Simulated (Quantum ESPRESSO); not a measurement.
**ZnS (F-43m): modes at Γ and the response to a field**

Which modes does ZnS (F-43m) have at the zone centre?

Method: DFT LDA, scalar-relativistic, plane waves, JTH PAW pseudopotentials, in Quantum ESPRESSO 7.5.

The database entry behind the starting cell differs from later determinations by our own check (about 0.1 % short), so it need not match the best structure at ambient conditions.

### 1. The structure

The structure is cubic, space group F-43m (No. 216). Conventional cell: a = 5.404 Å, b = 5.404 Å, c = 5.404 Å, α = 90.00°, β = 90.00°, γ = 90.00°. Zn has 4 S at 2.34 Å nearest. S has 4 Zn at 2.34 Å nearest. Farther neighbours and most contacts between anions are not listed.

### 2. A first look

Before anything dear is run, a loose run with smearing shows whether this is a metal and how far the cell is from rest.

probe.in reads:

```
 &control
    calculation='scf',
    prefix='x',
    outdir='./tmp',
    pseudo_dir='./pseudo',
    tprnfor=.true.,
    tstress=.true.,
    verbosity='high',
 /
 &system
    ibrav=2,
    celldm(1)=10.21207998,
    nat=2,
    ntyp=2,
    ecutwfc=60.0,
    ecutrho=480.0,
    occupations='smearing',
    smearing='gaussian',
    degauss=0.01,
 /
 &electrons
    conv_thr=1.0d-07,
    mixing_beta=0.7,
    electron_maxstep=100,
 /
ATOMIC_SPECIES
 Zn     65.3800  Zn.upf
 S      32.0600  S.upf
ATOMIC_POSITIONS crystal
 Zn     0.250000000   0.250000000   0.250000000
 S      0.000000000   0.000000000   0.000000000
K_POINTS automatic
 6 6 6 0 0 0
```

Run with:

```console
$ OMP_NUM_THREADS=1 mpirun -n 4 pw.x -nk 4 -in probe.in > probe.out
```

Log:

```text
[banners, grids, parts of the stress and lines that vanish by symmetry left out]
Program PWSCF v.7.5
     file Zn.upf: wavefunction(s)  0S 0P 0P 3D 0D renormalized
     file S.upf: wavefunction(s)  3S 0S 3P 0P renormalized
[...]
kinetic-energy cutoff     =      60.0000  Ry
     charge density cutoff     =     480.0000  Ry
     scf convergence threshold =      1.0E-07
[...]
Exchange-correlation= SLA PW NOGX NOGC
                           (   1   4   0   0   0   0   0)
[...]
24 Sym. Ops. (no inversion) found
[...]
(     0          1          0      )
                  (     0          0          1      )
[...]
(  0.0000000  1.0000000  0.0000000 )
                  (  0.0000000  0.0000000  1.0000000 )
[...]
(     1          0         -1      )
                  (     0          0         -1      )
[...]
(  0.0000000  1.0000000  0.0000000 )
[...]
(    -1          0          1      )
                  (    -1          0          0      )
[...]
(  0.0000000  0.0000000  1.0000000 )
                  (  0.0000000 -1.0000000  0.0000000 )
[...]
number of k points=    16  Gaussian smearing, width (Ry)=  0.0100
[...]
End of self-consistent calculation
[...]
the Fermi energy is     7.2217 ev
!    total energy              =    -302.44043616 Ry
[...]
convergence has been achieved in   8 iterations
[...]
atom    1 type  1   force =     0.00000000    0.00000000    0.00000000
     atom    2 type  2   force =     0.00000000    0.00000000    0.00000000
[...]
Total force =     0.000000     Total SCF correction =     0.000000
[...]
total   stress  (Ry/bohr**3)                   (kbar)     P=      -49.75
[...]
XML data file, charge density, pseudopotentials, collected wavefunctions

   JOB DONE.
```

It took 4.4 s on 4 MPI ranks of Intel Xeon Platinum 8375C at 2.90GHz (Ice Lake), shared host.

Numbers from this step:

| Item | Value |
| --- | --- |
| volume per atom | 19.73 Å³ |
| pressure | -4.975 GPa |
| gap on the k-mesh | 1.845 eV |

A gap of 1.8 eV opens on this mesh, so the crystal is taken as an insulator; the start stands at -5.0 GPa.

### 3. Relaxing the cell and atoms

The relaxation runs at a cutoff a fifth above that of the response, since stress converges more slowly with the basis than frequencies do. Forces and stress are brought to rest with tight thresholds.

relax.in reads:

```
 &control
    calculation='vc-relax',
    prefix='x',
    outdir='./tmp',
    pseudo_dir='./pseudo',
    tprnfor=.true.,
    tstress=.true.,
    forc_conv_thr=2.0d-05,
    etot_conv_thr=1.0d-07,
    nstep=40,
 /
 &system
    ibrav=2,
    celldm(1)=10.21207998,
    nat=2,
    ntyp=2,
    ecutwfc=72,
    ecutrho=576.0,
    occupations='fixed',
    nbnd=11,
 /
 &electrons
    conv_thr=1.0d-11,
    mixing_beta=0.7,
    electron_maxstep=100,
 /
 &ions
 /
 &cell
    press_conv_thr=0.2,
 /
ATOMIC_SPECIES
 Zn     65.3800  Zn.upf
 S      32.0600  S.upf
ATOMIC_POSITIONS crystal
 Zn     0.250000000   0.250000000   0.250000000
 S      0.000000000   0.000000000   0.000000000
K_POINTS automatic
 8 8 8 0 0 0
```

Run with:

```console
$ OMP_NUM_THREADS=1 mpirun -n 4 pw.x -nk 4 -in relax.in > relax.out
```

Log:

```text
[banners, grids, parts of the stress and lines that vanish by symmetry left out]
[banner, memory and clock lines left out]
Program PWSCF v.7.5

[...]
kinetic-energy cutoff     =      72.0000  Ry
     charge density cutoff     =     576.0000  Ry
     scf convergence threshold =      1.0E-11
[...]
energy convergence thresh.=      1.0E-07
     force convergence thresh. =      2.0E-05
     press convergence thresh. =      2.0E-01
     Exchange-correlation= SLA PW NOGX NOGC
                           (   1   4   0   0   0   0   0)
[...]
24 Sym. Ops. (no inversion) found
[...]
number of k points=    29
[...]
End of self-consistent calculation
[...]
highest occupied, lowest unoccupied level (ev):     6.1952    8.0423
!    total energy              =    -302.44085371 Ry
[...]
convergence has been achieved in  10 iterations
[...]
atom    1 type  1   force =     0.00000000    0.00000000    0.00000000
     atom    2 type  2   force =     0.00000000    0.00000000    0.00000000
     Total force =     0.000000     Total SCF correction =     0.000000
[...]
total   stress  (Ry/bohr**3)                   (kbar)     P=      -46.67
[...]
number of bfgs steps    =   0
[...]
CELL_PARAMETERS (alat= 10.21207998)
[...]
ATOMIC_POSITIONS (crystal)
Zn               0.2500000000        0.2500000000        0.2500000000
S                0.0000000000        0.0000000000        0.0000000000
[...]
New effective cutoffs (rho, wfc):  583.11   73.15
[...]
End of self-consistent calculation
[...]
highest occupied, lowest unoccupied level (ev):     6.5269    8.4790
!    total energy              =    -302.44250059 Ry
[...]
convergence has been achieved in  26 iterations
[...]
atom    1 type  1   force =    -0.00000000   -0.00000000    0.00000000
     atom    2 type  2   force =     0.00000000    0.00000000   -0.00000000
     Total force =     0.000000     Total SCF correction =     0.000000
[...]
total   stress  (Ry/bohr**3)                   (kbar)     P=      -30.07
[...]
number of bfgs steps    =   1
[...]
CELL_PARAMETERS (alat= 10.21207998)
[...]
ATOMIC_POSITIONS (crystal)
Zn               0.2500000000        0.2500000000        0.2500000000
S               -0.0000000000       -0.0000000000        0.0000000000
[...]
New effective cutoffs (rho, wfc):  597.35   74.94
[...]
End of self-consistent calculation
[...]
highest occupied, lowest unoccupied level (ev):     7.0472    9.1608
!    total energy              =    -302.44351607 Ry
[...]
convergence has been achieved in  26 iterations
[...]
atom    1 type  1   force =     0.00000000    0.00000000    0.00000000
     atom    2 type  2   force =     0.00000000    0.00000000   -0.00000000
     Total force =     0.000000     Total SCF correction =     0.000000
[...]
total   stress  (Ry/bohr**3)                   (kbar)     P=       -1.27
[...]
number of bfgs steps    =   2
[...]
CELL_PARAMETERS (alat= 10.21207998)
[...]
ATOMIC_POSITIONS (crystal)
[...]
New effective cutoffs (rho, wfc):  597.98   75.02
[...]
End of self-consistent calculation
[...]
highest occupied, lowest unoccupied level (ev):     7.0702    9.1910
!    total energy              =    -302.44351768 Ry
[...]
convergence has been achieved in  25 iterations
[...]
atom    1 type  1   force =     0.00000000    0.00000000    0.00000000
     atom    2 type  2   force =     0.00000000    0.00000000    0.00000000
     Total force =     0.000000     Total SCF correction =     0.000000
[...]
total   stress  (Ry/bohr**3)                   (kbar)     P=        0.07
[...]
number of bfgs steps    =   3
[...]
small trust_radius: resetting bfgs history
[...]
CELL_PARAMETERS (alat= 10.21207998)
[...]
ATOMIC_POSITIONS (crystal)
[...]
New effective cutoffs (rho, wfc):  597.96   75.02
[...]
End of self-consistent calculation
[...]
highest occupied, lowest unoccupied level (ev):     7.0697    9.1903
!    total energy              =    -302.44351768 Ry
[...]
convergence has been achieved in  19 iterations
[...]
atom    1 type  1   force =     0.00000000   -0.00000000   -0.00000000
     atom    2 type  2   force =    -0.00000000   -0.00000000    0.00000000
     Total force =     0.000000     Total SCF correction =     0.000000
[...]
total   stress  (Ry/bohr**3)                   (kbar)     P=        0.05
[...]
bfgs converged in   5 scf cycles and   4 bfgs steps
[...]
End of BFGS Geometry Optimization
     Final enthalpy           =    -302.4435176799 Ry
     File ./tmp/x.bfgs deleted, as requested
[...]
CELL_PARAMETERS (alat= 10.21207998)
[...]
ATOMIC_POSITIONS (crystal)
Zn               0.2500000000        0.2500000000        0.2500000000
S               -0.0000000000       -0.0000000000        0.0000000000
[...]
Final scf calculation at the relaxed structure.
[...]
kinetic-energy cutoff     =      72.0000  Ry
     charge density cutoff     =     576.0000  Ry
     scf convergence threshold =      1.0E-13
[...]
press convergence thresh. =      2.0E-01
     Exchange-correlation= SLA PW NOGX NOGC
                           (   1   4   0   0   0   0   0)
[...]
24 Sym. Ops. (no inversion) found
[...]
number of k points=    29
[...]
c_bands:  1 eigenvalues not converged
     c_bands:  5 eigenvalues not converged
[...]
End of self-consistent calculation
[...]
highest occupied, lowest unoccupied level (ev):     7.0697    9.1903
!    total energy              =    -302.44351473 Ry
[...]
convergence has been achieved in  16 iterations
[...]
atom    1 type  1   force =     0.00000000   -0.00000000    0.00000000
     atom    2 type  2   force =    -0.00000000    0.00000000   -0.00000000
     Total force =     0.000000     Total SCF correction =     0.000000
[...]
total   stress  (Ry/bohr**3)                   (kbar)     P=       -0.01
[...]
XML data file, charge density, pseudopotentials, collected wavefunctions
```

It took 69 s on 4 MPI ranks; 4.6 min of CPU time.

Relaxation path:

```tsv
step	energy less that of the first step (eV)	largest force (eV/Å)	pressure (GPa)	volume (Å³)
1	0.0000	0.0000	-4.67	39.45
2	-0.0224	0.0000	-3.01	38.52
3	-0.0362	0.0000	-0.13	37.15
4	-0.0362	0.0000	0.01	37.09
5	-0.0362	0.0000	0.01	37.10
6	-0.0362	0.0000	0.00	37.10
```

```tsv
conventional cell, symmetrised	before	after	change
a (Å)	5.404	5.294	-2.0 %
b (Å)	5.404	5.294	-2.0 %
c (Å)	5.404	5.294	-2.0 %
volume (Å³/atom)	19.73	18.55	-6.0 %
```

Final coordinates:

```xyz
2
Lattice="-2.6471 0.0000 2.6471 0.0000 2.6471 2.6471 -2.6471 2.6471 0.0000" Properties=species:S:1:pos:R:3 pbc="T T T"
Zn   -1.3235    1.3235    1.3235
S     0.0000    0.0000    0.0000
```

The last row of the table of steps is pw.x's closing run on a basis chosen anew for the final cell, so its energy can jump.

Read from the output:

```
volume per atom   : 18.55 Å³
pressure          : -0.001 GPa
gap on the k-mesh : 2.121 eV
```

The volume changes by -6.0 % from the cell with which this run began.

### 4. Self-consistent run for the response

Perturbation theory inherits every error of the wavefunctions, so the threshold is set near the limit of the arithmetic. With a gap, occupations are fixed, which also allows the response to an electric field.

scf.in reads:

```
 &control
    calculation='scf',
    prefix='x',
    outdir='./tmp',
    pseudo_dir='./pseudo',
    tprnfor=.true.,
    tstress=.true.,
 /
 &system
    ibrav=2,
    celldm(1)=10.00444062,
    nat=2,
    ntyp=2,
    ecutwfc=60.0,
    ecutrho=480.0,
    occupations='fixed',
    nbnd=11,
 /
 &electrons
    conv_thr=1.0d-12,
    mixing_beta=0.7,
    electron_maxstep=100,
 /
ATOMIC_SPECIES
 Zn     65.3800  Zn.upf
 S      32.0600  S.upf
ATOMIC_POSITIONS crystal
 Zn     0.250000000   0.250000000   0.250000000
 S      0.000000000   0.000000000   0.000000000
K_POINTS automatic
 8 8 8 0 0 0
```

Run with:

```console
$ OMP_NUM_THREADS=1 mpirun -n 4 pw.x -nk 4 -in scf.in > scf.out
```

Log:

```text
[banners, grids, parts of the stress and lines that vanish by symmetry left out]
[banner, memory and clock lines left out]
Program PWSCF v.7.5

[...]
kinetic-energy cutoff     =      60.0000  Ry
     charge density cutoff     =     480.0000  Ry
     scf convergence threshold =      1.0E-12
[...]
Exchange-correlation= SLA PW NOGX NOGC
                           (   1   4   0   0   0   0   0)
[...]
24 Sym. Ops. (no inversion) found
[...]
number of k points=    29
[...]
End of self-consistent calculation
[...]
highest occupied, lowest unoccupied level (ev):     7.0699    9.1904
!    total energy              =    -302.44335221 Ry
[...]
convergence has been achieved in  12 iterations
[...]
atom    1 type  1   force =     0.00000000    0.00000000    0.00000000
     atom    2 type  2   force =     0.00000000    0.00000000    0.00000000
     Total force =     0.000000     Total SCF correction =     0.000000
[...]
total   stress  (Ry/bohr**3)                   (kbar)     P=       -0.47
[...]
XML data file, charge density, pseudopotentials, collected wavefunctions
```

It took 6.6 s on 4 MPI ranks; 25 s of CPU time.

This step gave:

```yaml
pressure: -0.04700 GPa
```

The cell stands at -0.047 GPa, close enough for phonons.

(Continued in part 2 of 2.)

[Host names and launcher messages were left out of these logs when they were recorded.]

[Logs are printed without paths, hosts, clocks, repeated set-up lines and the standing remarks that a program may print on its own settings, such as how far it seeks lower states.]

[Hosts, paths, dates, database ids (printed as entryN), source tags and the programs' standing remarks are cut or masked in the printed files.]
